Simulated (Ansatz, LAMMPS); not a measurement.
# Structural relaxation of amorphous 89SiO2-11B2O3 (mol %) (90 atoms), part 4 of 4

How does amorphous 89SiO2-11B2O3 (mol %) (90 atoms) relax, and what do bonds, charges and levels look like afterwards?

Ansatz 0.2.0; Kohn-Sham DFT, PBE, PAW (set soft_2), plane waves.

The cell: 25 Si, 6 B and 59 O. The quench rate of 100 K/ps is orders of magnitude faster than experiment. The network of bonds at the start is that of the classical potential that made the cell. Only the Γ point is sampled in the main run, in a cell whose shortest periodic width is 11 Å.

So far. Step 4 (Cell and atoms relaxed): The relaxation changed the energy by -56.1 meV/atom, and atoms moved by 0.30 Å r.m.s., 0.71 Å at most. Step 7 (K-mesh 2×2×2): Forces differ from those of the single point at the relaxed geometry by 3.0 meV/Å r.m.s.; the energy by -0.66 meV/atom. It took roughly 7.7 times the reference's time (one timing each, with unlike analyses asked), in 9 cycles against 9.

**8. Functional HSE06**

HSE06 mixes in a quarter of exact exchange at short range, which counters self-interaction, at a higher cost.

This step: Kohn-Sham DFT, HSE06, PAW (set soft_2), plane waves (Ansatz 0.2.0).

input.yaml reads:

```yaml
crystal:
  lattice:
    - [10.74413, 0.16458, -0.15717]
    - [0.16458, 10.78519, 0.47362]
    - [-0.15717, 0.47362, 10.86893]
  atoms:
    [... the 90 atom lines of step 6 ...]
kpoints:
  mp_grid: { grid: [1, 1, 1] }
hamiltonian:
  xc: hse06
scf:
  occupations: { method: fermi_dirac, width: 0.025 }
output:
  forces: true
  stress: true
  populations: true
  dos:
    method: { smearing: { sigma: 0.08 } }
    de: 0.05
    projected: { site_lists: { B: [B], O: [O], Si: [Si] } }
  eigenvalues: true
```

Started as:

```console
$ ansatz run input.yaml --threads 4 --pin off --max-ram 8192MiB --backend cpu --events-out ev --progress --plain --runs-dir out
```

Log:

```text
Warning: output.stress: scf.convergence.dr2_threshold = 1e-7 eV (the SCF's general default) is looser than the 1.6e-9 eV advised for a printed stress (1e-10 eV for each atom of the cell: 90, of which 16 are counted). What an SCF threshold leaves in a stress goes as its square root, and in the free energy as the threshold itself, and one threshold admits the most on a small cell: [...]
Warning: output.stress: scf.exx.energy_threshold = 1e-6 eV is looser than the 1.6e-7 eV advised for a stress under a hybrid functional (1e-8 eV for each atom of the cell: 90, of which 16 are counted). Every SCF of the exchange loop can meet its threshold on dr2 while the loop round them stops early: [...]
exact exchange: scf.exx.singularity resolves to wigner_seitz, which cuts the screened interaction at the faces of the exchange supercell's Wigner-Seitz cell, so that each pair interacts once, at the shortest of its separations (the periodic images that this leaves out come, [...]
[...]
Crystal: 90 atoms, lattice volume = 1256.469 Å³
Basis set: ecut = 420 eV, 24505 PW (Γ), exchange–correlation on 144×150×150 points (8 copies of the dense FFT grid, shifted against one another)
Bands: 326, of which v1, the nominal top of the filled ones, is band 236 counted from 1 (235 counted from 0)
Symmetry: 1 space group operations
[...]
k-points: 1
[...]
SCF iter   1: F=—  HF=-50399.327531 eV  |F-HF|=—  |Δ(HF+E_count)|=         —  Δρ=2.44e-3  dr2=1.41e-1  ethr=1.77e-3  ⟨swp⟩=13.0  Hψ=1943  notcnv=0
[...]
SCF iter   4: F=-50399.313203 eV  HF=-50399.313179 eV  |F-HF|=2.35e-5  |Δ(HF+E_count)|=   1.74e-3  Δρ=2.98e-4  dr2=6.64e-4  ethr=7.33e-7  ⟨swp⟩=6.0  Hψ=792  notcnv=0  defer=2
SCF 1 stopped early in 4 iterations: F = -50399.313203 eV  dr2 = 6.64e-4
[...]
Exchange kernel: α = 0.2500, screened, ω = 0.2079 Å⁻¹, Wigner–Seitz truncation, v(0) = 940.7118 eV·Å³, q-mesh 1×1×1, nearest image of the exchange supercell L = 10.75 Å, pair-density grid 54×54×54, without the augmentation charges, whose exchange is taken in its separable form (sized by the pseudopotential files, [...]
Frozen-core exchange: fock
SCF iter   1: F=—  HF=-50406.532074 eV  |F-HF|=—  |Δ(HF+E_count)|=         —  Δρ=6.89e-3  dr2=4.91e-1  ethr=1.41e-6  ⟨swp⟩=15.0  Hψ=1812  notcnv=0
[...]
SCF iter   6: F=—  HF=-50406.506506 eV  |F-HF|=—  |Δ(HF+E_count)|=   1.72e-4  Δρ=9.29e-5  dr2=1.18e-4  ethr=1.01e-7  ⟨swp⟩=4.0  Hψ=779  notcnv=0
SCF iter   7: F=-50406.506475 eV  HF=-50406.506475 eV  |F-HF|=2.27e-7  |Δ(HF+E_count)|=   3.10e-5  Δρ=2.06e-5  dr2=2.48e-5  ethr=2.06e-8  ⟨swp⟩=4.0  Hψ=716  notcnv=0
SCF 2 stopped early in 7 iterations: F = -50406.506475 eV  dr2 = 2.48e-5
  Residual-converged pass: ⟨swp⟩=4.0  Hψ=943  notcnv=0  max |occ|·‖R‖ = 4.1e-6 eV (tolerance 6.7e-6 eV)  dr2=2.47e-5  dr2_onsite=2.07e-7  max |Δocc| = 0.0e0
[...]
hybrid outer 1: dexx = +1.757e-1 eV, tail = 1.56e-4 eV
[...]
Frozen-core exchange: fock
SCF iter   1: F=—  HF=-50406.504675 eV  |F-HF|=—  |Δ(HF+E_count)|=         —  Δρ=3.04e-5  dr2=6.33e-6  ethr=1.65e-7  ⟨swp⟩=15.0  Hψ=1102  notcnv=0
[...]
SCF iter   5: F=-50406.504675 eV  HF=-50406.504675 eV  |F-HF|=3.86e-10  |Δ(HF+E_count)|=   4.58e-9  Δρ=2.72e-7  dr2=1.31e-9  ethr=3.31e-12  ⟨swp⟩=6.0  Hψ=688  notcnv=0  defer=1
SCF 3 converged in 5 iterations: F = -50406.504675 eV  dr2 = 1.31e-9
[...]
hybrid outer 2: dexx = +1.744e-6 eV, tail = 2.55e-8 eV, Δε = 1.06e-3 eV (about 1.39e-5 eV left of the loop's levels), ΔF = 3.70e-3 eV/Å (tail 2.36e-4)
hybrid SCF converged: 2 outer / 12 inner (+4 warm-up), last move |dexx| = 1.74e-6 eV, tail = 2.55e-8 eV
Stability not checked: this state was not tested for a lower state beside it, because the functional holds exact exchange (a hybrid, or Hartree-Fock), whose exchange loop this test does not read (fock_operator; see scf.lower_state_search)
Free energy (F): -50406.504676 eV
Frozen-core exchange: fock
[...]
Internal energy: -50406.504676 eV  (E = F + TS)
E sigma→0 (E₀):  -50406.504676 eV
Fermi energy:    4.019881 eV
[...]
Σ components = -50406.504676   (vs F -50406.504676, Δ=0.00e0)
--- Forces (eV/Å), atoms counted from 1 ---
  atom   1  Si     0.00283834     0.03641935     0.05610063
  atom   2  Si     0.02474322     0.04978883     0.01846524
  atom   3  Si    -0.02362880    -0.06084124    -0.05821747
  atom   4  Si    -0.02251666    -0.03940142     0.04701905
[...]
atom  90  O     -0.37434565    -0.24898827    -0.20824211
  max |Σ_I F_I| component: 6.64e-5 eV/Å
--- Stress (GPa, compression-positive) ---
       -4.951352      -0.021511       0.089377
       -0.021518      -4.752990       0.020998
        0.089380       0.020995      -4.644688
  P = ⅓ Tr σ = -4.7830 GPa (-47.830 kbar)
--- Band table (eV) ---
[...]
--- Löwdin populations: 90 sites ---
  site symbol       q [e]
     0     Si      2.1332
     1     Si      2.1415
     2     Si      2.1502
[...]
89      O      6.6437
  spilling = 0.013242 (of n_electrons = 472.000000)
```

Run time: 1.9 min. Hardware: 4 threads of Intel Xeon 6975P-C (Granite Rapids), shared host; peak memory 3.5 GiB; 6.9 min of CPU time.

The program notes that the exchange threshold is loose for the stress and the SCF threshold is loose for the stress.

Geometry and reference: those of the single point at the relaxed geometry.

Forces differ from those of the single point at the relaxed geometry by 182 meV/Å r.m.s.; the pressure by -4.8 GPa and the gap by +1.8 eV. It took roughly 14 times the reference's time (one timing each, with unlike analyses asked), in 16 cycles against 9.

Numbers from this run:

```
free energy                                      : -50406.5047 eV
free energy per atom                             : -560.0723 eV/atom
SCF cycles                                       : 16
pressure                                         : -4.783 GPa
r.m.s. force component                           : 0.1816 eV/Å
longest force                                    : 0.6209 eV/Å
Fermi energy                                     : 4.02 eV
gap (highest filled to lowest empty level) : 6.034 eV
spilling of the projection                       : 0.01324
```

Length of the force by element and coordination:

```csv
element,coordination,atoms,mean length of the force (eV/Å),spread,least,most
B,all,6,0.0619,0.0227,0.03,0.0949
O,all,59,0.361,0.129,0.062,0.621
O,2,58,0.364,0.129,0.062,0.621
O,3,1,0.216,0,0.216,0.216
Si,all,25,0.0803,0.0288,0.0399,0.151
Si,4,24,0.078,0.0272,0.0399,0.151
Si,5,1,0.134,0,0.134,0.134
```

Löwdin charges by element and coordination (they lack the spilled electrons, 0.069 e an atom on average):

```csv
element,coordination,atoms,mean charge (e),spread,least,most
B,all,6,0.724,0.0166,0.701,0.745
O,all,59,-0.751,0.106,-0.829,-0.402
O,2,58,-0.753,0.105,-0.829,-0.402
O,3,1,-0.601,0,-0.601,-0.601
Si,all,25,1.85,0.0183,1.80,1.87
Si,4,24,1.85,0.0151,1.82,1.87
Si,5,1,1.80,0,1.80,1.80
```

Charge against the make-up of the first shell:

```
B neighbours of O  atoms  mean charge (e)
                0     43           -0.812
                1     14           -0.613
                2      2           -0.409
```

Density of states as counts of states in windows of 1 eV (from the Fermi level), total and the larger projections:

| from (eV) | to (eV) | total | O p | Si p |
| --- | --- | --- | --- | --- |
| -18 | -14 | 0.0 | 0.0 | 0.0 |
| -14 | -13 | 11.7 | 7.9 | 0.3 |
| -13 | -12 | 15.7 | 10.8 | 0.8 |
| -12 | -11 | 17.4 | 12.3 | 1.4 |
| -11 | -10 | 23.8 | 17.6 | 3.2 |
| -10 | -9 | 38.2 | 29.3 | 6.6 |
| -9 | -8 | 21.7 | 17.0 | 2.7 |
| -8 | -7 | 32.2 | 26.8 | 2.3 |
| -7 | -6 | 59.3 | 53.6 | 2.3 |
| -6 | -5 | 66.9 | 63.0 | 1.6 |
| -5 | -4 | 56.4 | 54.4 | 0.6 |
| -4 | -3 | 9.8 | 9.4 | 0.1 |
| -3 | -2 | 0.8 | 0.8 | 0.0 |
| -2 | 2 | 0.0 | 0.0 | 0.0 |
| 2 | 3 | 0.7 | 0.0 | 0.0 |
| 3 | 4 | 1.3 | 0.0 | 0.1 |
| 4 | 5 | 11.1 | 1.1 | 2.3 |

Between -26 and -18 eV lie 116 more states.

The levels nearest the highest filled one (over half full), pooled over k-points and spins:

```
level less the highest filled one (eV)  occupation
                                 -1.01           2
                                -0.916           2
                                -0.624           2
                                -0.441           2
                                -0.128           2
                                     0           2
                                  6.03           0
                                  7.14           0
                                  7.57           0
                                  7.59           0
                                  7.79           0
                                  7.88           0
```

**9. Functional r2SCAN (500 eV)**

The meta-GGA r2SCAN uses the kinetic energy density as well as the density and its gradient. Besides, the cutoff goes from 420 to 500 eV.

This step: Kohn-Sham DFT, r2SCAN, PAW (set soft_2), plane waves (Ansatz 0.2.0).

input.yaml: that of step 8 with these lines changed.

```diff
@@ -10,3 +10,3 @@
 hamiltonian:
-  xc: hse06
+  xc: r2scan
 scf:
```

Log:

```text
[...]
Crystal: 90 atoms, lattice volume = 1256.469 Å³
Basis set: ecut = 500 eV, 31937 PW (Γ), exchange–correlation on 320×320×320 points (64 copies of the dense FFT grid, shifted against one another)
Bands: 326, of which v1, the nominal top of the filled ones, is band 236 counted from 1 (235 counted from 0)
Symmetry: 1 space group operations
[...]
k-points: 1
[...]
SCF iter   1: F=—  HF=-50561.402201 eV  |F-HF|=—  |Δ(HF+E_count)|=         —  Δρ=7.60e-3  dr2=8.23e-1  dr2_τ=7.99e0  ethr=1.77e-3  ⟨swp⟩=7.0  Hψ=1628  notcnv=0  defer=64
[...]
SCF iter   8: F=—  HF=-50563.847135 eV  |F-HF|=—  |Δ(HF+E_count)|=   3.60e-6  Δρ=7.75e-6  dr2=7.70e-7  dr2_τ=6.83e-8  ethr=8.62e-10  ⟨swp⟩=2.0  Hψ=478  notcnv=0  defer=84
SCF iter   9: F=-50563.847136 eV  HF=-50563.847136 eV  |F-HF|=1.28e-7  |Δ(HF+E_count)|=   4.23e-7  Δρ=1.59e-6  dr2=4.68e-8  dr2_τ=3.14e-9  ethr=2.12e-11  ⟨swp⟩=16.0  Hψ=2306  notcnv=0
SCF 1 converged in 9 iterations: F = -50563.847136 eV  dr2 = 4.68e-8
[...]
SCF converged after 9 iterations
Free energy (F): -50563.847136 eV
[...]
Internal energy: -50563.847136 eV  (E = F + TS)
E sigma→0 (E₀):  -50563.847136 eV
Fermi energy:    4.340297 eV
[...]
Σ components = -50563.847136   (vs F -50563.847136, Δ=0.00e0)
--- Forces (eV/Å), atoms counted from 1 ---
  atom   1  Si     0.02451733     0.03036716     0.05850481
  atom   2  Si     0.01991330     0.05810637     0.01675118
  atom   3  Si    -0.01030409    -0.03014072    -0.02522380
  atom   4  Si    -0.00621822    -0.05054555     0.03305522
[...]
atom  90  O     -0.22526401    -0.24500020    -0.15567586
  max |Σ_I F_I| component: 3.64e-5 eV/Å
--- Stress (GPa, compression-positive) ---
       -4.725005      -0.048689       0.042657
       -0.048693      -4.574046       0.001967
        0.042659       0.001964      -4.505919
  P = ⅓ Tr σ = -4.6017 GPa (-46.017 kbar)
--- Band table (eV) ---
[...]
--- Löwdin populations: 90 sites ---
  site symbol       q [e]
     0     Si      2.1286
     1     Si      2.1373
     2     Si      2.1494
[...]
89      O      6.6480
  spilling = 0.013025 (of n_electrons = 472.000000)
```

Run time: 19 s. Hardware: 4 threads; peak memory 3.2 GiB.

Geometry and reference: those of the single point at the relaxed geometry.

Forces differ from those of the single point at the relaxed geometry by 150 meV/Å r.m.s.; the pressure by -4.6 GPa and the gap by +0.63 eV. It took roughly 2.4 times the reference's time (one timing each, with unlike analyses asked), in 9 cycles against 9.

**10. Functional PBEsol**

PBEsol restores the gradient expansion of exchange for slowly varying densities and usually gives shorter bonds in solids than PBE.

This step: Kohn-Sham DFT, PBEsol, PAW (set soft_2), plane waves (Ansatz 0.2.0).

input.yaml: that of step 9 with these lines changed.

```diff
@@ -10,3 +10,3 @@
 hamiltonian:
-  xc: r2scan
+  xc: pbesol
 scf:
```

Log:

```text
[...]
Crystal: 90 atoms, lattice volume = 1256.469 Å³
Basis set: ecut = 420 eV, 24505 PW (Γ), exchange–correlation on 144×150×150 points (8 copies of the dense FFT grid, shifted against one another)
Bands: 326, of which v1, the nominal top of the filled ones, is band 236 counted from 1 (235 counted from 0)
Symmetry: 1 space group operations
[...]
k-points: 1
[...]
SCF iter   1: F=—  HF=-49634.422428 eV  |F-HF|=—  |Δ(HF+E_count)|=         —  Δρ=1.15e-2  dr2=1.34e0  ethr=1.77e-3  ⟨swp⟩=7.0  Hψ=1632  notcnv=0  defer=66
[...]
SCF iter   8: F=—  HF=-49634.023191 eV  |F-HF|=—  |Δ(HF+E_count)|=   4.97e-7  Δρ=7.12e-6  dr2=6.02e-7  ethr=1.07e-9  ⟨swp⟩=2.0  Hψ=453  notcnv=0  defer=85
SCF iter   9: F=-49634.023191 eV  HF=-49634.023191 eV  |F-HF|=3.74e-8  |Δ(HF+E_count)|=   4.21e-7  Δρ=2.06e-6  dr2=6.61e-8  ethr=2.12e-11  ⟨swp⟩=17.0  Hψ=2113  notcnv=0
SCF 1 converged in 9 iterations: F = -49634.023191 eV  dr2 = 6.61e-8
[...]
SCF converged after 9 iterations
Free energy (F): -49634.023191 eV
[...]
Internal energy: -49634.023191 eV  (E = F + TS)
E sigma→0 (E₀):  -49634.023191 eV
Fermi energy:    4.303215 eV
[...]
Σ components = -49634.023191   (vs F -49634.023191, Δ=0.00e0)
--- Forces (eV/Å), atoms counted from 1 ---
  atom   1  Si    -0.01592122     0.04139152    -0.03616906
  atom   2  Si     0.01280337    -0.02618183     0.03000613
  atom   3  Si     0.06789244     0.01565048    -0.00215405
  atom   4  Si    -0.04826029    -0.00986796     0.03985812
[...]
atom  90  O     -0.09533456    -0.07581397    -0.09375820
  max |Σ_I F_I| component: 7.57e-5 eV/Å
--- Stress (GPa, compression-positive) ---
       -2.572704      -0.034312      -0.019425
       -0.034316      -2.409446      -0.001791
       -0.019424      -0.001792      -2.369782
  P = ⅓ Tr σ = -2.4506 GPa (-24.506 kbar)
--- Band table (eV) ---
[...]
--- Löwdin populations: 90 sites ---
  site symbol       q [e]
     0     Si      2.2209
     1     Si      2.2303
     2     Si      2.2422
[...]
89      O      6.5983
  spilling = 0.013218 (of n_electrons = 472.000000)
```

Wall time 7.8 s (4 threads); peak memory 1.5 GiB; 28 s of CPU time.

Geometry and reference: those of the single point at the relaxed geometry.

Forces differ from those of the single point at the relaxed geometry by 59 meV/Å r.m.s.; the pressure by -2.4 GPa and the gap by -0.036 eV.

**11. All settings compared**

Differences are against the single point at the relaxed geometry (Kohn-Sham DFT, PBE, PAW (set soft_2), plane waves), whose r.m.s. force component is 0.00969 eV/Å. Energies are set beside the reference only for runs with its functional, potentials and electron count. Times are for 4 threads of Intel Xeon 6975P-C (Granite Rapids), shared host. The reference's time includes grids, which some other runs skip.

```
                       run  Δ force, r.m.s. (meV/Å)  Δ energy (meV/atom)  Δ pressure (GPa)  Δ gap (eV)  cycles     time  host memory (GiB)
                 reference                        -                    -                 -           -       9    8.1 s                1.5
              k-mesh 2×2×2                     2.99               -0.655             0.007      1.0e-4       9     62 s                6.3
          functional HSE06                      182                    -             -4.77        1.78      16  1.9 min                3.5
functional r2SCAN (500 eV)                      150                    -             -4.59       0.634       9     19 s                3.2
         functional PBEsol                     58.6                    -             -2.44      -0.036       9    7.8 s                1.5
```

**12. What came out**

```
energy change in the relaxation                  : -56.11 meV/atom
r.m.s. displacement                              : 0.303 Å
largest displacement                             : 0.712 Å
free energy per atom                             : -559.9920 eV/atom
pressure                                         : -0.01046 GPa
r.m.s. force component                           : 0.00969 eV/Å
gap (highest filled to lowest empty level) : 4.25 eV
wall time of the 7 DFT runs                      : 5.4 min
```

What this shows: Relaxation lowers the energy by 56.1 meV/atom and moves atoms by 0.30 Å r.m.s.; the r.m.s. force component goes from 0.82 to 0.0097 eV/Å. Displacements are taken in the final cell, so they leave out its strain. By the final cutoffs 0 of 118 bonded pairs parted and 1 joined. The cell shrank by 5.0 % in volume. First to last step the energy falls by 5.050 eV, across changes of basis; the largest move, 0.71 Å, is that of O55. The O-B bonds change most in mean length: from 1.394 Å (spread 0.008) to 1.376 Å (spread 0.035). Counting bonds as in the table, all B atoms have 3, 98 % of O atoms have 2 and 96 % of Si atoms have 4 bonded neighbours. 98 % of the oxygens bridge two formers and 0 % are non-bridging; 2 % join three. Between filled and empty levels lie 4.25 eV (at Γ alone); a semilocal functional tends to put such gaps too low. In a disordered cell it changes from sample to sample, and tail or defect levels can set it.

Among the changes of functional, dispersion, potentials or spin, functional HSE06 moves the forces most, by 182 meV/Å r.m.s. The gap changes by +1.78 eV with HSE06.

Caveats: The starting topology of bonds comes from the classical model; in DFT 0 of its 118 bonded pairs passed out of the cutoffs and 1 came within them.

[Long decimals in the printed logs are rounded to 6 places.]

[Logs are printed without paths, hosts, clocks, repeated set-up lines and the standing remarks that a program may print on its own settings, such as how far it seeks lower states.]

[Hosts, paths, dates, database ids (printed as entryN), source tags and the programs' standing remarks are cut or masked in the printed files.]

[A walk said to have stopped at its limit may instead have ended on an SCF cycle that didn't converge.]
